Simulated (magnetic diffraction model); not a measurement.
# K₃NdAs₂ below its ordering temperature

Space group P-3m1 (no. 164), a = 5.6580 Å, c = 9.2260 Å.

```csv
site,atom,x,y,z
1a,Nd,0,0,0
2d,As,1/3,2/3,0.2497
1b,K,0,0,1/2
2d,K,1/3,2/3,0.6549
```

This is a made-up structure (elements placed in a structure type, unrelaxed), so the numbers test the method and describe no known phase.

Only Nd is taken to order (form factors of Nd3+); orders and moment sizes are assumed, and not adapted to the symmetry. Radiation: neutrons of λ = 2.41 Å, 3° to 70°; isotropic B of 0.5 Å² (Nd), 0.56 Å² (As) and 0.55 Å² (K). Simulated constant-wavelength pattern: nuclear and magnetic terms add, the magnetic one as |2.695 fm × Σ f S⊥ exp(2πi Q·r) exp(−B s²)|², summed over all Q at one angle with the factor 1/(sin²θ cos θ). For collinear order S is the moment m, which repeats by lattice and centring translations R with the sign exp(−2πi k·R). Free-ion form factors, Sears's scattering lengths of 1992, no absorption; a label names one of the reflections at its angle. The strongest nuclear line in the range is 100, and lines under 0.2 are left out.

Above the ordering temperature:

| 2θ (°) | index | I |
| --- | --- | --- |
| 28.47 | (1 0 0) | 0.3 |
| 30.29 | (0 0 2) | 1.5 |
| 32.34 | (0 1 1) | 29.8 |
| 42.05 | (1 0 2) | 100.0 |
| 46.14 | (0 0 3) | 4.3 |
| 50.42 | (1 1 0) | 90.2 |
| 55.11 | (1 0 3) | 25.0 |
| 59.96 | (1 1 2) | 2.7 |
| 61.18 | (2 0 1) | 9.6 |
| 62.99 | (0 0 4) | 7.5 |
| 67.68 | (2 0 2) | 45.1 |

Below it (cell unchanged):

```tsv
2θ (°)	I
16.01	9.7
25.74	1.5
26.75	4.0
28.47	0.3
30.29	1.5
32.34	29.8
33.64	1.6
38.76	2.2
40.84	1.8
42.05	100.0
44.00	1.2
44.64	2.0
45.89	1.1
46.14	4.3
49.38	1.0
50.42	90.2
53.25	0.7
54.89	1.6
55.11	25.0
56.51	0.9
57.98	0.7
59.03	0.8
59.96	2.7
60.57	0.7
61.18	9.6
62.99	7.5
65.36	1.0
66.82	0.7
67.68	45.1
68.26	1.1
69.12	0.6
69.59	0.9
```

**Question.** Check that the new lines index with k = (1/2 1/2 1/2), then choose among these models:
A. collinear moments along [001], 1.8 μB on Nd
B. collinear moments along [120], 1.8 μB on Nd
C. collinear moments along [101], 1.8 μB on Nd

The new lines index as (1/2 -1/2 1/2) at 16.01°, (1/2 1/2 1/2) at 25.74°, (1/2 -1/2 3/2) at 26.75° and (1/2 1/2 3/2) at 33.64°, that is as H ± k with k = (1/2 1/2 1/2), one of 3 inequivalent arms of its star (k and −k counted as one), which a powder can't tell apart. Half indices mean that the moments reverse under translations with k·R a half-integer, and the magnetic cell has twice the primitive volume.

Magnetic intensity, observed (below minus above) and for each model:

| 2θ (°) | index | observed | A | B | C |
| --- | --- | --- | --- | --- | --- |
| 16.01 | (1/2 -1/2 1/2) | 9.7 | 9.4 | 9.7 | 8.2 |
| 25.74 | (1/2 1/2 1/2) | 1.5 | 4.2 | 1.5 | 4.1 |
| 26.75 | (1/2 -1/2 3/2) | 4.0 | 1.2 | 4.0 | 1.8 |
| 38.76 | (3/2 -1/2 1/2) | 2.2 | 3.9 | 2.2 | 3.4 |
| 40.84 | (1/2 -1/2 5/2) | 1.8 | 0.2 | 1.8 | 0.6 |
| 53.25 | (3/2 1/2 1/2) | 0.7 | 2.1 | 0.7 | 1.9 |
| 56.51 | (1/2 -1/2 7/2) | 0.9 | <0.2 | 0.9 | 0.3 |
| 57.98 | (3/2 1/2 3/2) | 0.7 | 1.5 | 0.7 | 1.5 |

Model B matches.

The structure used: k = (1/2 1/2 1/2), collinear moments along [120], 1.8 μB on Nd.

[Logs are printed without paths, hosts, clocks, repeated set-up lines and the standing remarks that a program may print on its own settings, such as how far it seeks lower states.]
